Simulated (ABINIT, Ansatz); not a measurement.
# Quasiparticle gap of YScB2O6 (R-3) in ABINIT, part 2 of 3

Wanted: ground state, empty states, screening and self-energy for YScB2O6 (R-3).

ABINIT 10.8.3; LDA and many-body steps on it, plane waves. Known limits of the many-body steps: not at the basis limit; no spin-orbit coupling; coarse k mesh.

So far. Step 2 (Ground state): The gap is direct, at (0.500, 0.500, 0.000).

### Step 3. Bands along the symmetry lines

Level of this step: DFT, LDA, plane waves, norm-conserving pseudopotentials (ABINIT).

Levels along a band path, at the cheap level, show where the edges lie and whether the meshes to come will hold them.

File run.abi:

```
acell 3*1.0 Angstrom
rprim 
  2.455259121368 1.417544514628 5.373024847406
  -2.455259121368 1.417544514628 5.373024847406
  0.000000000000 -2.835089029328 5.373024847387
ntypat 4
znucl 39 21 5 8
natom 10
typat 1 2 3 3 4 4 4 4 4 4
xred 
  0.500000000000 0.500000000000 0.500000000000
  0.000000000000 0.000000000000 0.000000000000
  0.255007000000 0.255007000000 0.255007000000
  0.744993000000 0.744993000000 0.744993000000
  0.233543000000 0.545880000000 0.981547000000
  0.981547000000 0.233543000000 0.545880000000
  0.545880000000 0.981547000000 0.233543000000
  0.018453000000 0.766457000000 0.454120000000
  0.454120000000 0.018453000000 0.766457000000
  0.766457000000 0.454120000000 0.018453000000
pp_dirpath "pseudos"
pseudos "Y.upf, Sc.upf, B.upf, O.upf"
ecut 36
iscf -2
irdden 1
kptopt 0
nkpt 31
kpt 
  0.00000000 0.00000000 0.00000000
  0.12500000 0.12500000 0.12500000
  0.25000000 0.25000000 0.25000000
  0.37500000 0.37500000 0.37500000
  0.50000000 0.50000000 0.50000000
  0.57173262 0.42826738 0.50000000
  0.64346525 0.35653475 0.50000000
  0.71519787 0.28480213 0.50000000
  0.78693050 0.21306950 0.50000000
  0.50000000 -0.21306950 0.21306950
  0.50000000 -0.15980212 0.15980212
  0.50000000 -0.10653475 0.10653475
  0.50000000 -0.05326738 0.05326738
  0.50000000 0.00000000 0.00000000
  0.37500000 0.00000000 0.00000000
  0.25000000 0.00000000 0.00000000
  0.12500000 0.00000000 0.00000000
  0.00000000 0.00000000 0.00000000
  0.08913369 -0.08913369 0.00000000
  0.17826738 -0.17826738 0.00000000
  0.26740106 -0.26740106 0.00000000
  0.35653475 -0.35653475 0.00000000
  0.64346525 0.00000000 0.35653475
  0.60759894 0.00000000 0.39240106
  0.57173262 0.00000000 0.42826738
  0.53586631 0.00000000 0.46413369
  0.50000000 0.00000000 0.50000000
  0.37500000 0.00000000 0.37500000
  0.25000000 0.00000000 0.25000000
  0.12500000 0.00000000 0.12500000
  0.00000000 0.00000000 0.00000000
istwfk *1
nband 39
nbdbuf 2
tolwfr 1e-08
nstep 40
prtwf 0
prtvol 0
indata_prefix "in"
outdata_prefix "out"
tmpdata_prefix "tmp"
```

Command:

```console
> OMP_NUM_THREADS=1 mpirun -n 4 abinit run.abi > log
```

Numbers of over 12 decimals in the logs are rounded to 6 here.

Output:

```text
.Version 10.8.3 of ABINIT. v10.8.2 released Aug 2026.

 Symmetries : space group R-3 (#148); Bravais hR (rhombohedral)
[... echo of the input left out ...]
== DATASET  1 ==================================================================
-   mpi_nproc: 4, omp_nthreads: 1 (-1 if OMP is not activated)

--- !DatasetInfo
iteration_state: {dtset: 1, }
dimensions: {natom: 10, nkpt: 31, mband: 39, nsppol: 1, nspinor: 1, nspden: 1, mpw: 7863, }
cutoff_energies: {ecut:  36.0, pawecutdg:  -1.0, }
electrons: {nelect:   6.40000000E+01, charge:   0.00000000E+00, occopt:   1.00000000E+00, tsmear:   1.00000000E-02, }

 Real(R)+Recip(G) space primitive vectors, cartesian coordinates (Bohr,Bohr^-1):
 R(1)=  4.6397673  2.6787709 10.1535454  G(1)=  0.1077640  0.0622176  0.0328293
 R(2)= -4.6397673  2.6787709 10.1535454  G(2)= -0.1077640  0.0622176  0.0328293
 R(3)=  0.0000000 -5.3575418 10.1535454  G(3)=  0.0000000 -0.1244352  0.0328293
 Unit cell volume ucvol=  7.5718280E+02 bohr^3
 Angles (23,13,12)=  4.76757032E+01  4.76757032E+01  4.76757032E+01 degrees

 getcut: wavevector=  0.0000  0.0000  0.0000  ngfft=  64  64  64
         ecut(hartree)=     36.000   => boxcut(ratio)=   2.06454

--- Pseudopotential description ------------------------------------------------
- Y Generated using ONCVPSP code by D. R. Hamann
- 39.00000  11.00000  180309                  znucl, zion, pspdat
12 -1012 2 -1 1724                            pspcod,pspxc,lmax,lloc,mmax
     nproj     2     2     2
  pspatm : epsatm=   18.49213021
         --- l  ekb(1:nproj) -->
             0   10.120424    0.869710
             1    5.584292    0.424948
             2    1.196176    0.310479
 pspatm: atomic psp has been read  and splines computed

- Sc Generated using ONCVPSP code by D. R. Hamann
- 21.00000  11.00000  180309                  znucl, zion, pspdat
12 -1012 2 -1 1622                            pspcod,pspxc,lmax,lloc,mmax
     nproj     2     2     2
  pspatm : epsatm=   13.66101860
         --- l  ekb(1:nproj) -->
[...]
pspatm: atomic psp has been read  and splines computed

- B Generated using ONCVPSP code by D. R. Hamann
-  5.00000   3.00000  180309                  znucl, zion, pspdat
12 -1012 1 -1 1498                            pspcod,pspxc,lmax,lloc,mmax
     nproj     2     2     0
  pspatm : epsatm=    3.19369156
         --- l  ekb(1:nproj) -->
[...]
pspatm: atomic psp has been read  and splines computed

- O Generated using ONCVPSP code by D. R. Hamann
-  8.00000   6.00000  201201                  znucl, zion, pspdat
12 -1012 2 -1 926                             pspcod,pspxc,lmax,lloc,mmax
     nproj     2     2     1
  pspatm : epsatm=    6.27558587
         --- l  ekb(1:nproj) -->
[...]
2   -1.033686
 pspatm: atomic psp has been read  and splines computed

[...]
iteration_state: {dtset: 1, }
comment   : Summary of ground state results
lattice_vectors:
- [  4.6397673,   2.6787709,  10.1535454, ]
- [ -4.6397673,   2.6787709,  10.1535454, ]
- [  0.0000000,  -5.3575418,  10.1535454, ]
lattice_lengths: [  11.48032,   11.48032,   11.48032, ]
lattice_angles: [ 47.676,  47.676,  47.676, ] # degrees, (23, 13, 12)
lattice_volume:   7.5718280E+02
convergence: {deltae:  0.000E+00, res2:  0.000E+00, residm:  1.000E-08, diffor:  0.000E+00, }
etotal    :  -1.94853521E+02
entropy   :   0.00000000E+00
fermie    :   1.24673816E-01
cartesian_stress_tensor: null
pressure_GPa: null
xred      :
- [  5.0000E-01,   5.0000E-01,   5.0000E-01,  Y]
- [  0.0000E+00,   0.0000E+00,   0.0000E+00, Sc]
- [  2.5501E-01,   2.5501E-01,   2.5501E-01,  B]
- [  7.4499E-01,   7.4499E-01,   7.4499E-01,  B]
- [  2.3354E-01,   5.4588E-01,   9.8155E-01,  O]
- [  9.8155E-01,   2.3354E-01,   5.4588E-01,  O]
- [  5.4588E-01,   9.8155E-01,   2.3354E-01,  O]
- [  1.8453E-02,   7.6646E-01,   4.5412E-01,  O]
- [  4.5412E-01,   1.8453E-02,   7.6646E-01,  O]
- [  7.6646E-01,   4.5412E-01,   1.8453E-02,  O]
cartesian_forces: null
force_length_stats: {min: null, max: null, mean: null, }

 Integrated electronic density in atomic spheres:
 ------------------------------------------------
 Atom  Sphere_radius  Integrated_density
[...]
================================================================================

 ----iterations are completed or convergence reached----

 Mean square residual over all n,k,spin=   69.666E-10; max=  99.997E-10
 reduced coordinates (array xred) for   10 atoms
[...]
0.454120000000      0.018453000000      0.766457000000
       0.766457000000      0.454120000000      0.018453000000

 cartesian coordinates (angstrom) at end:
    1      0.000000    -3.6e-11     8.059537
    2      0.000000     0.000000     0.000000
    3     -0.000000    -1.836e-11     4.110477
[...]
9      1.069675    -1.503081     6.657339
   10      0.766868     1.677906     6.657339
 length scales=  1.889726125908  1.889726125908  1.889726125908 bohr
              =  1.000000000000  1.000000000000  1.000000000000 angstroms
 prteigrs : about to open file out_EIG
 Eigenvalues (hartree) for nkpt=  31  k points:
 kpt#   1, nband= 39, wtk=  1.00000, kpt=  0.0000  0.0000  0.0000 (reduced coord)
[...]
kpt#   2, nband= 39, wtk=  1.00000, kpt=  0.1250  0.1250  0.1250 (reduced coord)
[...]
kpt#   3, nband= 39, wtk=  1.00000, kpt=  0.2500  0.2500  0.2500 (reduced coord)
[...]
kpt#  30, nband= 39, wtk=  1.00000, kpt=  0.1250  0.0000  0.1250 (reduced coord)
[...]
0.30101    0.30412    0.30695    0.33018    0.34175    0.34364    0.36723
 kpt#  31, nband= 39, wtk=  1.00000, kpt=  0.0000  0.0000  0.0000 (reduced coord)
[...]
-0.06305   -0.05949   -0.05949   -0.03389   -0.03389    0.03133    0.03133    0.03758
   0.07923    0.07986    0.07986    0.08720    0.08720    0.11153    0.11540    0.11540
   0.30289    0.30289    0.30578    0.33328    0.33978    0.33978    0.36238

== END DATASET(S) ==============================================================
================================================================================

 -outvars: echo values of variables after computation  --------
            nband          39
             nkpt          31
          spgroup         148
 [... the other variables as echoed above ...]

 Calculation completed.
```

Wall time 2.1 min (4 MPI ranks of Arm Neoverse V1, shared host); peak memory 0.49 GiB; 8.5 min of CPU time.

Numbers from this step:

```
gap                        : 4.393 eV
k of the valence top       : 0.5, 0, 0.5
k of the conduction bottom : 0.5, 0, 0.5
least direct gap           : 4.393 eV
```

The gap is 4.393 eV, as in the run before at this level.

Electronic bands along the path, in eV, zero at the top of the highest filled band:

| point | band 29 | band 30 | band 31 | band 32 | band 33 | band 34 | band 35 | band 36 |
| --- | --- | --- | --- | --- | --- | --- | --- | --- |
| Γ | -1.02 | -0.36 | -0.25 | -0.25 | 4.85 | 4.85 | 4.93 | 5.68 |
| halfway | -0.87 | -0.54 | -0.39 | -0.39 | 4.90 | 4.90 | 4.94 | 5.96 |
| T | -0.66 | -0.66 | -0.62 | -0.62 | 4.95 | 4.96 | 4.96 | 5.81 |
| halfway | -0.95 | -0.83 | -0.47 | -0.41 | 4.77 | 4.85 | 5.04 | 5.70 |
| H2 | -1.01 | -0.93 | -0.20 | -0.16 | 4.63 | 4.74 | 4.99 | 5.66 |
| jump to H0 | -1.01 | -0.93 | -0.20 | -0.16 | 4.63 | 4.74 | 4.99 | 5.66 |
| halfway | -0.95 | -0.89 | -0.22 | -0.18 | 4.72 | 4.80 | 4.99 | 5.62 |
| L | -1.11 | -1.10 | -0.29 | -0.23 | 4.69 | 4.97 | 5.10 | 5.60 |
| halfway | -0.94 | -0.70 | -0.36 | -0.27 | 4.75 | 4.91 | 5.01 | 5.47 |
| Γ | -1.02 | -0.36 | -0.25 | -0.25 | 4.85 | 4.85 | 4.93 | 5.68 |
| halfway | -0.93 | -0.75 | -0.36 | -0.22 | 4.68 | 4.91 | 5.00 | 5.32 |
| S0 | -0.96 | -0.86 | -0.25 | -0.12 | 4.62 | 4.76 | 4.96 | 5.59 |
| jump to S2 | -0.96 | -0.86 | -0.25 | -0.12 | 4.62 | 4.76 | 4.96 | 5.59 |
| halfway | -0.94 | -0.86 | -0.49 | -0.03 | 4.46 | 4.82 | 5.00 | 5.26 |
| F | -0.93 | -0.86 | -0.64 | 0.00 | 4.39 | 4.84 | 5.03 | 5.12 |
| halfway | -1.00 | -0.58 | -0.43 | -0.35 | 4.66 | 4.91 | 5.01 | 5.28 |
| Γ | -1.02 | -0.36 | -0.25 | -0.25 | 4.85 | 4.85 | 4.93 | 5.68 |

### Step 4. Empty states on the mesh, 2×2×2 mesh, 234 bands

The sums over transitions need many empty states on a uniform mesh; this step solves for them.

File run.abi:

```
acell 3*1.0 Angstrom
rprim 
  2.455259121368 1.417544514628 5.373024847406
  -2.455259121368 1.417544514628 5.373024847406
  0.000000000000 -2.835089029328 5.373024847387
ntypat 4
znucl 39 21 5 8
natom 10
typat 1 2 3 3 4 4 4 4 4 4
xred 
  0.500000000000 0.500000000000 0.500000000000
  0.000000000000 0.000000000000 0.000000000000
  0.255007000000 0.255007000000 0.255007000000
  0.744993000000 0.744993000000 0.744993000000
  0.233543000000 0.545880000000 0.981547000000
  0.981547000000 0.233543000000 0.545880000000
  0.545880000000 0.981547000000 0.233543000000
  0.018453000000 0.766457000000 0.454120000000
  0.454120000000 0.018453000000 0.766457000000
  0.766457000000 0.454120000000 0.018453000000
pp_dirpath "pseudos"
pseudos "Y.upf, Sc.upf, B.upf, O.upf"
ecut 36
ngkpt 2 2 2
nshiftk 1
shiftk 0 0 0
kptopt 1
chksymbreak 0
iscf -2
irdden 1
istwfk *1
nband 234
nbdbuf 20
tolwfr 1e-09
nstep 60
prtvol 0
indata_prefix "in"
outdata_prefix "out"
tmpdata_prefix "tmp"
```

Output:

```text
.Version 10.8.3 of ABINIT. v10.8.2 released Aug 2026.

 Symmetries : space group R-3 (#148); Bravais hR (rhombohedral)
[... echo of the input left out ...]
== DATASET  1 ==================================================================
-   mpi_nproc: 4, omp_nthreads: 1 (-1 if OMP is not activated)

--- !DatasetInfo
iteration_state: {dtset: 1, }
dimensions: {natom: 10, nkpt: 4, mband: 234, nsppol: 1, nspinor: 1, nspden: 1, mpw: 7863, }
cutoff_energies: {ecut:  36.0, pawecutdg:  -1.0, }
electrons: {nelect:   6.40000000E+01, charge:   0.00000000E+00, occopt:   1.00000000E+00, tsmear:   1.00000000E-02, }

 Real(R)+Recip(G) space primitive vectors, cartesian coordinates (Bohr,Bohr^-1):
 R(1)=  4.6397673  2.6787709 10.1535454  G(1)=  0.1077640  0.0622176  0.0328293
 R(2)= -4.6397673  2.6787709 10.1535454  G(2)= -0.1077640  0.0622176  0.0328293
 R(3)=  0.0000000 -5.3575418 10.1535454  G(3)=  0.0000000 -0.1244352  0.0328293
 Unit cell volume ucvol=  7.5718280E+02 bohr^3
 Angles (23,13,12)=  4.76757032E+01  4.76757032E+01  4.76757032E+01 degrees

 getcut: wavevector=  0.0000  0.0000  0.0000  ngfft=  64  64  64
         ecut(hartree)=     36.000   => boxcut(ratio)=   2.06454

--- Pseudopotential description ------------------------------------------------
- Y Generated using ONCVPSP code by D. R. Hamann
- 39.00000  11.00000  180309                  znucl, zion, pspdat
12 -1012 2 -1 1724                            pspcod,pspxc,lmax,lloc,mmax
     nproj     2     2     2
  pspatm : epsatm=   18.49213021
         --- l  ekb(1:nproj) -->
             0   10.120424    0.869710
             1    5.584292    0.424948
             2    1.196176    0.310479
 pspatm: atomic psp has been read  and splines computed

- Sc Generated using ONCVPSP code by D. R. Hamann
- 21.00000  11.00000  180309                  znucl, zion, pspdat
12 -1012 2 -1 1622                            pspcod,pspxc,lmax,lloc,mmax
     nproj     2     2     2
  pspatm : epsatm=   13.66101860
         --- l  ekb(1:nproj) -->
[...]
pspatm: atomic psp has been read  and splines computed

- B Generated using ONCVPSP code by D. R. Hamann
-  5.00000   3.00000  180309                  znucl, zion, pspdat
12 -1012 1 -1 1498                            pspcod,pspxc,lmax,lloc,mmax
     nproj     2     2     0
  pspatm : epsatm=    3.19369156
         --- l  ekb(1:nproj) -->
[...]
pspatm: atomic psp has been read  and splines computed

- O Generated using ONCVPSP code by D. R. Hamann
-  8.00000   6.00000  201201                  znucl, zion, pspdat
12 -1012 2 -1 926                             pspcod,pspxc,lmax,lloc,mmax
     nproj     2     2     1
  pspatm : epsatm=    6.27558587
         --- l  ekb(1:nproj) -->
[...]
2   -1.033686
 pspatm: atomic psp has been read  and splines computed

[...]
1.64E-03  8.60E-04
 -1.6052E+00 -1.3484E+00 -8.3258E-01 -8.3258E-01 -8.3090E-01 -6.2538E-01
 -6.2310E-01 -6.2310E-01 -5.4964E-01 -5.1264E-01 -4.8869E-01 -4.8869E-01
 -4.6666E-01 -4.6666E-01 -7.6921E-02 -7.5950E-02 -6.3053E-02 -5.9492E-02
[...]
2.8417E+00  2.8417E+00  2.8467E+00  2.8823E+00  2.8950E+00  2.8950E+00
  2.9071E+00  2.9640E+00  2.9779E+00  2.9787E+00  2.9812E+00  3.0302E+00
 prteigrs : prtvol=0 or 1, do not print more k-points.

--- !ResultsGS
iteration_state: {dtset: 1, }
comment   : Summary of ground state results
lattice_vectors:
- [  4.6397673,   2.6787709,  10.1535454, ]
- [ -4.6397673,   2.6787709,  10.1535454, ]
- [  0.0000000,  -5.3575418,  10.1535454, ]
lattice_lengths: [  11.48032,   11.48032,   11.48032, ]
lattice_angles: [ 47.676,  47.676,  47.676, ] # degrees, (23, 13, 12)
lattice_volume:   7.5718280E+02
convergence: {deltae:  0.000E+00, res2:  0.000E+00, residm:  9.958E-10, diffor:  0.000E+00, }
etotal    :  -1.94853521E+02
entropy   :   0.00000000E+00
fermie    :   1.24673816E-01
cartesian_stress_tensor: null
pressure_GPa: null
xred      :
- [  5.0000E-01,   5.0000E-01,   5.0000E-01,  Y]
- [  0.0000E+00,   0.0000E+00,   0.0000E+00, Sc]
- [  2.5501E-01,   2.5501E-01,   2.5501E-01,  B]
- [  7.4499E-01,   7.4499E-01,   7.4499E-01,  B]
- [  2.3354E-01,   5.4588E-01,   9.8155E-01,  O]
- [  9.8155E-01,   2.3354E-01,   5.4588E-01,  O]
- [  5.4588E-01,   9.8155E-01,   2.3354E-01,  O]
- [  1.8453E-02,   7.6646E-01,   4.5412E-01,  O]
- [  4.5412E-01,   1.8453E-02,   7.6646E-01,  O]
- [  7.6646E-01,   4.5412E-01,   1.8453E-02,  O]
cartesian_forces: null
force_length_stats: {min: null, max: null, mean: null, }

 Integrated electronic density in atomic spheres:
 ------------------------------------------------
 Atom  Sphere_radius  Integrated_density
[...]
================================================================================

 ----iterations are completed or convergence reached----

 Mean square residual over all n,k,spin=   50.786E-11; max=  99.577E-11
 reduced coordinates (array xred) for   10 atoms
[...]
0.454120000000      0.018453000000      0.766457000000
       0.766457000000      0.454120000000      0.018453000000

 cartesian coordinates (angstrom) at end:
    1      0.000000    -3.6e-11     8.059537
    2      0.000000     0.000000     0.000000
    3     -0.000000    -1.836e-11     4.110477
[...]
9      1.069675    -1.503081     6.657339
   10      0.766868     1.677906     6.657339
 length scales=  1.889726125908  1.889726125908  1.889726125908 bohr
              =  1.000000000000  1.000000000000  1.000000000000 angstroms
 prteigrs : about to open file out_EIG
 Eigenvalues (hartree) for nkpt=   4  k points:
 kpt#   1, nband=234, wtk=  0.12500, kpt=  0.0000  0.0000  0.0000 (reduced coord)
[...]
2.75444    2.78568    2.79252    2.79252    2.82922    2.82922    2.84174    2.84174
   2.84673    2.88233    2.89498    2.89499    2.90711    2.96405    2.97794    2.97873
   2.98117    3.03016
 prteigrs : prtvol=0 or 1, do not print more k-points.

== END DATASET(S) ==============================================================
================================================================================

 -outvars: echo values of variables after computation  --------
            nband         234
             nkpt           4
          spgroup         148
 [... the other variables as echoed above ...]

 Calculation completed.
```

Elapsed: 2 min, on 4 MPI ranks; peak memory 0.56 GiB; 7.8 min of CPU time.

This step gave:

```
gap                                                           : 4.393 eV
k of the valence top                                          : 0.5, 0.5, 0
k of the conduction bottom                                    : 0.5, 0.5, 0
least direct gap                                              : 4.393 eV
k points computed                                             : 4
lowest point of the top converged band, above the valence top : 70.1006 eV
```

On this mesh the gap is 4.393 eV.

### Step 5. Screening, 2×2×2 mesh, 214 bands, screening to 176.9 eV

The RPA dielectric matrix is built and inverted for each q.

This step: RPA screening on LDA, plane waves, norm-conserving pseudopotentials.

run.abi, as its differences from that of step 4:

```diff
@@ -28,10 +28,11 @@
 chksymbreak 0
-iscf -2
-irdden 1
 istwfk *1
-nband 234
-nbdbuf 20
-tolwfr 1e-09
-nstep 60
-prtvol 0
+occopt 1
+irdwfk 1
+optdriver 3
+nband 214
+ecuteps 6.5
+inclvkb 2
+awtr 1
+symchi 1
 indata_prefix "in"
```

Output:

```text
.Version 10.8.3 of ABINIT. v10.8.2 released Aug 2026.

 Symmetries : space group R-3 (#148); Bravais hR (rhombohedral)
[... echo of the input left out ...]
== DATASET  1 ==================================================================
-   mpi_nproc: 4, omp_nthreads: 1 (-1 if OMP is not activated)

--- !DatasetInfo
iteration_state: {dtset: 1, }
dimensions: {natom: 10, nkpt: 4, mband: 214, nsppol: 1, nspinor: 1, nspden: 1, mpw: 7863, }
cutoff_energies: {ecut:  36.0, pawecutdg:  -1.0, }
electrons: {nelect:   6.40000000E+01, charge:   0.00000000E+00, occopt:   1.00000000E+00, tsmear:   1.00000000E-02, }

 SCREENING: Calculation of the susceptibility and dielectric matrices

 Based on a program developped by R.W. Godby, V. Olevano, G. Onida, and L. Reining.
 Incorporated in ABINIT by V. Olevano, G.-M. Rignanese, and M. Torrent.
.Using double precision arithmetic ; gwpc =  8

[... cell and pseudopotentials left out ...]
--------------------------------------------------------------------------------

 ==== K-mesh for the wavefunctions ====
 Number of points in the irreducible wedge :     4
[... list of points left out ...]
 Together with  6 symmetry operations and time-reversal symmetry
 yields     8 points in the full Brillouin Zone.

 ==== Q-mesh for the screening function ====
 Number of points in the irreducible wedge :     4
[... list of points left out ...]
 Together with  6 symmetry operations and time-reversal symmetry
 yields     8 points in the full Brillouin Zone.

 setmesh: FFT mesh size selected  =    45x   45x   45
          total number of points  =        91125

 vcoul_init : cutoff-mode = AUXILIARY_FUNCTION
 q-points for optical limit:   1
     1)      0.000010    0.000020    0.000030

- screening: taking advantage of time-reversal symmetry
- Maximum band index for partially occupied states nbvw = 32
- Remaining bands to be divided among processors   nbcw = 182
- Number of bands treated by each node ~45

 Number of electrons calculated from density =   64.0000; Expected =   64.0000
 average of density, n =  0.084524
 r_s =    1.4135
 omega_plasma =   28.0443 [eV]

 calculating chi0 at frequencies [eV] :
  1    0.000000E+00    0.000000E+00
  2    0.000000E+00    2.804434E+01

--------------------------------------------------------------------------------
  q-point number  1        q = ( 0.000000, 0.000000, 0.000000) [r.l.u.]
--------------------------------------------------------------------------------
[... chi0 elements left out ...]
 For q-point:  0.000010 0.000020 0.000030
  dielectric constant =   3.5062
  dielectric constant without local fields =   3.8092

  Average fulfillment of the sum rule on Im[epsilon] for q-point    1 :     65.94  [%]
[... wings left out ...]
  q-point number  2        q = ( 0.500000, 0.000000, 0.000000) [r.l.u.]
--------------------------------------------------------------------------------
[... chi0 elements left out ...]
  Average fulfillment of the sum rule on Im[epsilon] for q-point    2 :     70.04  [%]

 [... 2 further q-points ...]
```

Elapsed: 2.1 min, on 4 MPI ranks; peak memory 2.5 GiB.

Numbers from this step:

| Item | Value |
| --- | --- |
| ε∞ with local fields, on this mesh, along the program's q direction | 3.506 |
| the same without local fields | 3.809 |
| plasma frequency | 28.04 eV |
| plane waves in the screening matrix | 605 |

Local fields lower ε∞ by 8 %. On a Γ-centred mesh this coarse the value itself is usually too large, while a short band sum pulls it down.

(Continued in part 3 of 3.)

[Paths, hosts, dates, memory and timing lines, banners, echoed tables and standing remarks are left out of the program output.]

[Logs are printed without paths, hosts, clocks, repeated set-up lines and the standing remarks that a program may print on its own settings, such as how far it seeks lower states.]

[Runs of the session that timed out or met a known fault of the program may be left out.]

[Hosts, paths, dates, database ids (printed as entryN), source tags and the programs' standing remarks are cut or masked in the printed files.]

[G0W0 gaps are taken among the corrected bands and points alone; a level outside them can change the order at an edge.]

[Where Ansatz stands beside ABINIT at settings called matched, ABINIT's density can come from a denser mesh and the files from another edition; pairs whose starting gaps differed by over 0.03 eV were left out, so agreement reads better than it is.]
